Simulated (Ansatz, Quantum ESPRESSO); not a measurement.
# KNaICl (P4/mmm): third-order response, part 2 of 4

Aim: Raman and infrared lines of KNaICl (P4/mmm).

Quantum ESPRESSO 8.0 development, patched; DFT LDA, scalar-relativistic, plane waves, PseudoDojo norm-conserving pseudopotentials.

So far. Step 2 (A probe with smearing): A gap of 3.7 eV opens on this mesh, so the crystal is taken as an insulator; the start stands at -2.1 GPa. Step 4 (Self-consistent run for the response): The cell stands at -0.10 GPa, close enough for phonons. The relaxed cell has a = 4.323, c = 6.495 Å (conventional setting).

## Step 5: Zone-centre response

At q = 0 one unit cell holds all displacements; symmetry groups them into irreducible representations that are solved one by one. The response to a field gives ε∞ and the Born charges, which polar modes need. Third-order response adds the Raman tensors.

File ph.in:

```
phonons
&inputph
   prefix = 'x'
   outdir = './tmp'
   fildyn = 'g.dyn'
   tr2_ph = 1.0d-18
   epsil = .true.
   lraman = .true.
   elop = .true.
/
0.000000000 0.000000000 0.000000000
```

Command:

```console
$ OMP_NUM_THREADS=1 mpirun -n 8 ph.x -nk 8 -in ph.in > ph.out
```

What it wrote:

```text
[banners, grids, parts of the stress and lines that vanish by symmetry left out]
[banner, memory and clock lines left out]
Program PHONON v.8.0dev

[...]
(   1q-points):
[...]
Exchange-correlation= PW
                           (   1   4   0   0   0   0   0)
[...]
kinetic-energy cut-off    =      76.0000  Ry
     charge density cut-off    =     304.0000  Ry
     convergence threshold     =      1.0E-18
[...]
Exchange-correlation= PW
                           (   1   4   0   0   0   0   0)
[...]
q = (   0.0000000   0.0000000   0.0000000 )
     17 Sym.Ops. (with q -> -q+G )
     G cutoff =  513.9624  (  73269 G-vectors)     FFT grid: ( 45, 45, 72)
     number of k points=    18
[...]
Mode symmetry, D_4h(4/mmm) point group:
[...]
Dielectric constant
[...]
End of electric fields calculation
          Dielectric constant in cartesian axis
          (       3.081281277       0.000000000       0.000000000 )
          (       0.000000000       3.081281277       0.000000000 )
          (       0.000000000       0.000000000       2.922953300 )
          Effective charges (d Force / dE) in cartesian axis without acoustic sum rule applied (asr)
           atom    1  K     Mean Z*:        1.09358
      Ex  (        1.09343        0.00000        0.00000 )
      Ey  (        0.00000        1.09343        0.00000 )
      Ez  (        0.00000        0.00000        1.09388 )
           atom    2  Na    Mean Z*:        1.14325
      Ex  (        1.21434        0.00000        0.00000 )
      Ey  (        0.00000        1.21434        0.00000 )
      Ez  (        0.00000        0.00000        1.00108 )
           atom    3  I     Mean Z*:       -1.06985
      Ex  (       -1.21000        0.00000        0.00000 )
      Ey  (        0.00000       -1.21000        0.00000 )
      Ez  (        0.00000        0.00000       -0.78953 )
           atom    4  Cl    Mean Z*:       -1.23366
      Ex  (       -1.19690        0.00000        0.00000 )
      Ey  (        0.00000       -1.19690        0.00000 )
      Ez  (        0.00000        0.00000       -1.30717 )
          Effective charges Sum: Mean:       -0.06667
[...]
Effective charges (d Force / dE) in cartesian axis with asr applied:
           atom    1  K     Mean Z*:        1.11025
[...]
atom    2  Na    Mean Z*:        1.15992
[...]
atom    3  I     Mean Z*:       -1.05318
[...]
atom    4  Cl    Mean Z*:       -1.21699
[...]
Dielectric constant from finite-differences
          (       3.081242062       0.000000000       0.000000000 )
          (       0.000000000       3.081242062       0.000000000 )
          (       0.000000000       0.000000000       2.922921190 )
[...]
(       0.000000000       0.000000000       0.000000000 )
          (       0.000000000       0.000000000       0.000000000 )
          (       0.000000000       0.000000000       0.000000000 )
          (       0.000000000       0.000000000      -0.000000000 )
          (       0.000000000       0.000000000       0.000000000 )
          (       0.000000000       0.000000000       0.000000000 )
          (       0.000000000      -0.000000000       0.000000000 )
          (       0.000000000       0.000000000       0.000000000 )
[...]
(       0.000000000       0.000000000       0.000000000 )
          (      -0.000000000       0.000000000       0.000000000 )
          (       0.000000000       0.000000000       0.000000000 )
          (       0.000000000       0.000000000       0.000000000 )
          (       0.000000000       0.000000000       0.000000000 )
[...]
Representation #   1 mode #   1
[...]
End of self-consistent calculation
     Convergence has been achieved
     Representation #   2 mode #   2
[...]
End of self-consistent calculation
     Convergence has been achieved
     Representation #   3 mode #   3
[...]
End of self-consistent calculation
     Convergence has been achieved
     Representation #   4 mode #   4
[...]
End of self-consistent calculation
     Convergence has been achieved
     Representation #   5 modes #   5   6
[...]
End of self-consistent calculation
     Convergence has been achieved
     Representation #   6 modes #   7   8
[...]
End of self-consistent calculation
     Convergence has been achieved
     Representation #   7 modes #   9  10
[...]
End of self-consistent calculation
     Convergence has been achieved
     Representation #   8 modes #  11  12
[...]
End of self-consistent calculation
     Convergence has been achieved
[...]
Dielectric constant in cartesian axis
          (       3.081281277       0.000000000       0.000000000 )
          (       0.000000000       3.081281277       0.000000000 )
          (       0.000000000       0.000000000       2.922953300 )
          Effective charges (d Force / dE) in cartesian axis without acoustic sum rule applied (asr)
           atom    1  K     Mean Z*:        1.09358
      Ex  (        1.09343        0.00000        0.00000 )
      Ey  (        0.00000        1.09343        0.00000 )
      Ez  (        0.00000        0.00000        1.09388 )
           atom    2  Na    Mean Z*:        1.14325
      Ex  (        1.21434        0.00000        0.00000 )
      Ey  (        0.00000        1.21434        0.00000 )
      Ez  (        0.00000        0.00000        1.00108 )
           atom    3  I     Mean Z*:       -1.06985
      Ex  (       -1.21000        0.00000        0.00000 )
      Ey  (        0.00000       -1.21000        0.00000 )
      Ez  (        0.00000        0.00000       -0.78953 )
           atom    4  Cl    Mean Z*:       -1.23366
      Ex  (       -1.19690        0.00000        0.00000 )
      Ey  (        0.00000       -1.19690        0.00000 )
      Ez  (        0.00000        0.00000       -1.30717 )
          Effective charges Sum: Mean:       -0.06667
[...]
Effective charges (d Force / dE) in cartesian axis with asr applied:
           atom    1  K     Mean Z*:        1.11025
[...]
atom    2  Na    Mean Z*:        1.15992
[...]
atom    3  I     Mean Z*:       -1.05318
[...]
atom    4  Cl    Mean Z*:       -1.21699
[...]
q = (    0.000000000   0.000000000   0.000000000 )
[...]
freq (    1) =      -2.921881 [THz] =     -97.463460 [cm-1]
     freq (    2) =       0.264614 [THz] =       8.826566 [cm-1]
     freq (    3) =       0.346737 [THz] =      11.565898 [cm-1]
     freq (    4) =       0.346737 [THz] =      11.565898 [cm-1]
     freq (    5) =       1.119345 [THz] =      37.337320 [cm-1]
     freq (    6) =       1.119345 [THz] =      37.337320 [cm-1]
     freq (    7) =       2.407497 [THz] =      80.305455 [cm-1]
     freq (    8) =       4.634755 [THz] =     154.598796 [cm-1]
     freq (    9) =       4.634755 [THz] =     154.598796 [cm-1]
     freq (   10) =       4.985907 [THz] =     166.311951 [cm-1]
     freq (   11) =       4.985907 [THz] =     166.311951 [cm-1]
     freq (   12) =       5.156786 [THz] =     172.011854 [cm-1]
[...]
Mode symmetry, D_4h(4/mmm) point group:
     freq (   1-   1) =        -97.5  [cm-1]   --> A_2u X_4' M_4'  I
     freq (   2-   2) =          8.8  [cm-1]   --> A_2u X_4' M_4'  I
     freq (   3-   4) =         11.6  [cm-1]   --> E_u  X_5' M_5'  I
     freq (   5-   6) =         37.3  [cm-1]   --> E_u  X_5' M_5'  I
     freq (   7-   7) =         80.3  [cm-1]   --> A_2u X_4' M_4'  I
     freq (   8-   9) =        154.6  [cm-1]   --> E_u  X_5' M_5'  I
     freq (  10-  11) =        166.3  [cm-1]   --> E_u  X_5' M_5'  I
     freq (  12-  12) =        172.0  [cm-1]   --> A_2u X_4' M_4'  I
```

Run time: 13 min. Hardware: 8 MPI ranks of Arm Neoverse V2, shared host.

Numbers from this step:

```
miss of the charge sum rule                                       : 0.09913 e
largest acoustic frequency at the zone centre before the sum rule : 11.57 cm⁻¹
highest optical zone-centre mode (no LO-TO term)                  : 172.0 cm⁻¹
lowest optical zone-centre mode                                   : -97.46 cm⁻¹
mean high-frequency dielectric constant                           : 3.029
largest Born charge in size (third of the trace)                  : 1.234 e
```

Born charge (rows field, columns displacement), before the sum rule (e), principal values of the symmetric part by kind of site:

| atom | atoms with these values | low | middle | high | mean |
| --- | --- | --- | --- | --- | --- |
| K1 | 1 | 1.09 | 1.09 | 1.09 | 1.09 |
| Na2 | 1 | 1.00 | 1.21 | 1.21 | 1.14 |
| I3 | 1 | -1.21 | -1.21 | -0.79 | -1.07 |
| Cl4 | 1 | -1.31 | -1.20 | -1.20 | -1.23 |

In full for Cl4:

```
-1.20  0.00  0.00
 0.00 -1.20  0.00
 0.00  0.00 -1.31
```

High-frequency dielectric tensor:

```
3.08 0.00 0.00
0.00 3.08 0.00
0.00 0.00 2.92
```

The acoustic modes at Γ come out as far as 11.6 cm⁻¹ from zero, where they should vanish, a sizeable error of basis and grid; the Born charges miss their sum rule by 0.099 e, too much: mesh or cutoff is short for the field response. The lowest optical mode is imaginary, 97i cm⁻¹, an instability at this level and on this k mesh.

## Step 6: Modes with the sum rule

A rigid shift of the crystal must cost nothing, but grids and finite bases break this; the acoustic sum rule is imposed before the matrix is diagonalised again. With Born charges the intensities follow; a static dielectric tensor has no meaning with imaginary modes.

File dynmat.in:

```
&input
   fildyn = 'g.dyn'
   asr = 'crystal'
   fileig = 'dynmat.eig'
   lperm = .true.
/
```

Command:

```console
$ dynmat.x -in dynmat.in > dynmat.out
```

What it wrote:

```text
[banner, memory and clock lines left out]
Program DYNMAT v.8.0dev

     Reading Dynamical Matrix from file g.dyn
     ...Force constants read
     ...epsilon and Z* read
     ...Raman cross sections read
     Acoustic Sum Rule: || Z*(ASR) - Z*(orig)|| =    7.010616E-02
     Acoustic Sum Rule: ||dyn(ASR) - dyn(orig)||=    2.436540E-03
     A direction for q was not specified:TO-LO splitting will be absent

     Polarizability (A^3 units)
     multiply by 0.596599 for Clausius-Mossotti correction (not under assume_isolated = 'mt')
        20.104987    0.000000    0.000000
         0.000000   20.104987    0.000000
         0.000000    0.000000   18.575554

     IR activities are in (D/A)^2/amu units

# mode   [cm-1]    [THz]      IR
    1    -97.95   -2.9366    2.0881
    2     -0.00   -0.0000    0.0000
    3     -0.00   -0.0000    0.0000
    4      0.00    0.0000    0.0000
    5     38.31    1.1485    0.0255
    6     38.31    1.1485    0.0255
    7     79.66    2.3883    0.0601
    8    154.58    4.6341    1.2387
    9    154.58    4.6341    1.2387
   10    165.04    4.9477    2.1640
   11    165.04    4.9477    2.1640
   12    172.06    5.1583    0.7895

Electronic dielectric permittivity tensor (relative, adimensional)
         3.081281    0.000000    0.000000
         0.000000    3.081281    0.000000
         0.000000    0.000000    2.922953

 ... with zone-center polar mode contributions
         5.693593   -0.000000    0.000000
         0.000000    5.693593    0.000000
         0.000000    0.000000    3.557807

[end of the log left out, with the tail of the file of modes that dynmat.x writes under the same name]
```

Run time: 0.47 s. Hardware: 1 thread.

This step gave:

```yaml
highest_optical_zone_centre_mode_no_lo_to_term: 172.1 cm⁻¹
lowest_optical_zone_centre_mode: -97.95 cm⁻¹
```

Unit eigenvectors of the mass-weighted matrix after the sum rule; no LO-TO term. Modes at Γ, with each element's share of the kinetic energy (negative means imaginary):

```
mode  frequency (cm⁻¹)  K %  Na %  I %  Cl %
   1             -98.0    0    68    0    32
   2               0.0   17    10   57    16
   3               0.0   17    10   57    16
   4               0.0   17    10   57    16
   5              38.3   41     2   31    26
   6              38.3   41     2   31    26
   7              79.7    2    21   25    52
   8             154.6   42     1    1    57
   9             154.6   42     1    1    57
  10             165.0    0    87   12     2
  11             165.0    0    87   12     2
  12             172.1   81     1   18     0
```

Displacements in mode 1 (-98.0 cm⁻¹), the largest set to 1:
```
K1   0.00  0.00  0.01
Na2  0.00  0.00  1.00
I3   0.00  0.00 -0.03
Cl4  0.00  0.00 -0.55
```

Displacements in mode 8 (154.6 cm⁻¹), the largest set to 1:
```
K1  -0.82 -0.13  0.00
Na2  0.15  0.02  0.00
I3  -0.06 -0.01  0.00
Cl4  1.00  0.16  0.00
```

Degenerate modes summed, no LO-TO term; imaginary modes left out. Infrared lines, with heights relative to the strongest:

```csv
position (cm⁻¹),lines merged,"IR intensity, relative"
38,2,1.2
80,1,1.4
155,2,57
165,2,100
172,1,18
```

The rule also moves an optical mode by 1.3 cm⁻¹.

## Step 7: Sum rules set otherwise: a sum rule for molecules or wires on a crystal

This rule also removes rotations, which suits molecules and not a crystal; it is tried to see the harm.

File dynmat.in:

```
&input
   fildyn = 'g.dyn'
   asr = 'zero-dim'
   fileig = 'dynmat.eig'
   lperm = .true.
/
```

Command:

```console
$ dynmat.x -in dynmat.in > dynmat.out
```

What it wrote:

```text
[banner, memory and clock lines left out]
Program DYNMAT v.8.0dev

     Reading Dynamical Matrix from file g.dyn
     ...Force constants read
     ...epsilon and Z* read
     ...Raman cross sections read
     Warning: this looks like a crystal, not a molecule in a box: use asr = 'crystal'
     Acoustic Sum Rule: || Z*(ASR) - Z*(orig)|| =    2.218193E-01
     Acoustic Sum Rule: ||dyn(ASR) - dyn(orig)||=    7.636340E-02
     Message from routine dynmat:
     WARNING: the charges keep any dipole. Ignore the strengths of the modes set to zero; with q typed a rigid rotation may get a frequency
     A direction for q was not specified:TO-LO splitting will be absent

     Polarizability (A^3 units)
     multiply by 0.596599 for Clausius-Mossotti correction (not under assume_isolated = 'mt')
        20.104987    0.000000    0.000000
         0.000000   20.104987    0.000000
         0.000000    0.000000   18.575554

     IR activities are in (D/A)^2/amu units

# mode   [cm-1]    [THz]      IR
    1    -96.40   -2.8899    2.1425
    2     -0.00   -0.0000    0.0001
    3     -0.00   -0.0000    0.0006
    4     -0.00   -0.0000    0.0000
    5     -0.00   -0.0000    0.0001
    6      0.00    0.0000    0.0007
    7      0.00    0.0000    0.0020
    8     62.31    1.8681    0.0949
    9    154.22    4.6234    1.8331
   10    154.38    4.6283    3.4304
   11    162.39    4.8685    1.3248
   12    170.40    5.1085    0.9461

Electronic dielectric permittivity tensor (relative, adimensional)
         3.081281    0.000000    0.000000
         0.000000    3.081281    0.000000
         0.000000    0.000000    2.922953

 ... with zone-center polar mode contributions
         5.612677    0.002592    0.114503
         0.002592    5.612677    0.114503
         0.114503    0.114503    3.627511

[end of the log left out, with the tail of the file of modes that dynmat.x writes under the same name]
```

Elapsed: 0.47 s, on 1 thread.

The run ended normally, but on settings that are not sound.

The fault: a sum rule for molecules or wires on a crystal; 3 optical modes are projected out to zero frequency, as if they were rotations.

For a crystal the rule has to be 'simple' or 'crystal'.

Zone-centre frequencies as printed; negative means imaginary. Modes:

```
mode  frequency (cm⁻¹)
   1             -96.4
   2                 0
   3                 0
   4                 0
   5                 0
   6                 0
   7                 0
   8             62.31
   9             154.2
  10             154.4
  11             162.4
  12             170.4
```

## Step 8: Sum rules set otherwise (asr simple)

The rule can be imposed in more than one way; the choices should agree where the raw error is small.

File dynmat.in:

```
&input
   fildyn = 'g.dyn'
   asr = 'simple'
   fileig = 'dynmat.eig'
   lperm = .true.
/
```

Command:

```console
$ dynmat.x -in dynmat.in > dynmat.out
```

What it wrote:

```text
[banner, memory and clock lines left out]
Program DYNMAT v.8.0dev

     Reading Dynamical Matrix from file g.dyn
     ...Force constants read
     ...epsilon and Z* read
     ...Raman cross sections read
     A direction for q was not specified:TO-LO splitting will be absent

     Polarizability (A^3 units)
     multiply by 0.596599 for Clausius-Mossotti correction (not under assume_isolated = 'mt')
        20.104987    0.000000    0.000000
         0.000000   20.104987    0.000000
         0.000000    0.000000   18.575554

     IR activities are in (D/A)^2/amu units

# mode   [cm-1]    [THz]      IR
    1    -99.99   -2.9977    2.0751
    2     -0.00   -0.0000    0.0000
    3     -0.00   -0.0000    0.0000
    4      0.00    0.0000    0.0000
    5     36.79    1.1030    0.0206
    6     36.79    1.1030    0.0206
    7     79.30    2.3774    0.0676
    8    154.56    4.6335    1.1709
    9    154.56    4.6335    1.1709
   10    162.61    4.8749    2.2368
   11    162.61    4.8749    2.2368
   12    172.00    5.1564    0.7950

Electronic dielectric permittivity tensor (relative, adimensional)
         3.081281    0.000000    0.000000
         0.000000    3.081281    0.000000
         0.000000    0.000000    2.922953

 ... with zone-center polar mode contributions
         5.695542   -0.000000   -0.000000
        -0.000000    5.695542    0.000000
        -0.000000    0.000000    3.584083

[end of the log left out, with the tail of the file of modes that dynmat.x writes under the same name]
```

Elapsed: 0.47 s, on 1 thread.

Read from the output:

- highest optical zone-centre mode (no LO-TO term): 172 cm⁻¹
- lowest optical zone-centre mode: -99.99 cm⁻¹

Zone-centre frequencies as printed; negative means imaginary. Modes:

```csv
mode,frequency (cm⁻¹)
1,-99.99
2,0
3,0
4,0
5,36.79
6,36.79
7,79.3
8,154.6
9,154.6
10,162.6
11,162.6
12,172
```

Against the first rule no mode moves by more than 2.5 cm⁻¹.

## Step 9: Modes along a direction of q (1 0 0)

A longitudinal polar mode sets up a macroscopic field that stiffens it; the term hangs on the direction from which q goes to zero.

File dynmat.in:

```
&input
   fildyn = 'g.dyn'
   asr = 'crystal'
   fileig = 'dynmat.eig'
   q(1) = 1.0
   q(2) = 0.0
   q(3) = 0.0
/
```

Command:

```console
$ dynmat.x -in dynmat.in > dynmat.out
```

What it wrote:

```text
[banner, memory and clock lines left out]
Program DYNMAT v.8.0dev

     Reading Dynamical Matrix from file g.dyn
     ...Force constants read
     ...epsilon and Z* read
     ...Raman cross sections read
     Acoustic Sum Rule: || Z*(ASR) - Z*(orig)|| =    7.010616E-02
     Acoustic Sum Rule: ||dyn(ASR) - dyn(orig)||=    2.436540E-03

     Polarizability (A^3 units)
     multiply by 0.596599 for Clausius-Mossotti correction (not under assume_isolated = 'mt')
        20.104987    0.000000    0.000000
         0.000000   20.104987    0.000000
         0.000000    0.000000   18.575554

     IR activities are in (D/A)^2/amu units

# mode   [cm-1]    [THz]      IR
    1    -97.95   -2.9366    2.0881
    2     -0.00   -0.0000    0.0000
    3     -0.00   -0.0000    0.0000
    4      0.00    0.0000    0.0000
    5     38.31    1.1485    0.0255
    6     39.35    1.1797    0.0079
    7     79.66    2.3883    0.0601
    8    154.58    4.6341    1.2387
    9    158.07    4.7387    0.0210
   10    165.04    4.9477    2.1640
   11    172.06    5.1583    0.7895
   12    213.57    6.4027    3.3993

[end of the log left out, with the tail of the file of modes that dynmat.x writes under the same name]
```

Wall time 0.46 s (1 thread).

Read from the output:

| Quantity | Value |
| --- | --- |
| highest mode moved by the LO-TO term | 213.6 cm⁻¹ |

Zone-centre frequencies as printed; negative means imaginary. Modes:

```csv
mode,frequency (cm⁻¹)
1,-97.95
2,0
3,0
4,0
5,38.31
6,39.35
7,79.66
8,154.6
9,158.1
10,165
11,172.1
12,213.6
```

The field moves 3 modes; the highest of them now lies at 214 cm⁻¹, where the highest that moved away lay at 165.

(Part 2 of 4 ends here.)

[Host names and launcher messages were left out of these logs when they were recorded.]

[Logs are printed without paths, hosts, clocks, repeated set-up lines and the standing remarks that a program may print on its own settings, such as how far it seeks lower states.]

[Hosts, paths, dates, database ids (printed as entryN), source tags and the programs' standing remarks are cut or masked in the printed files.]
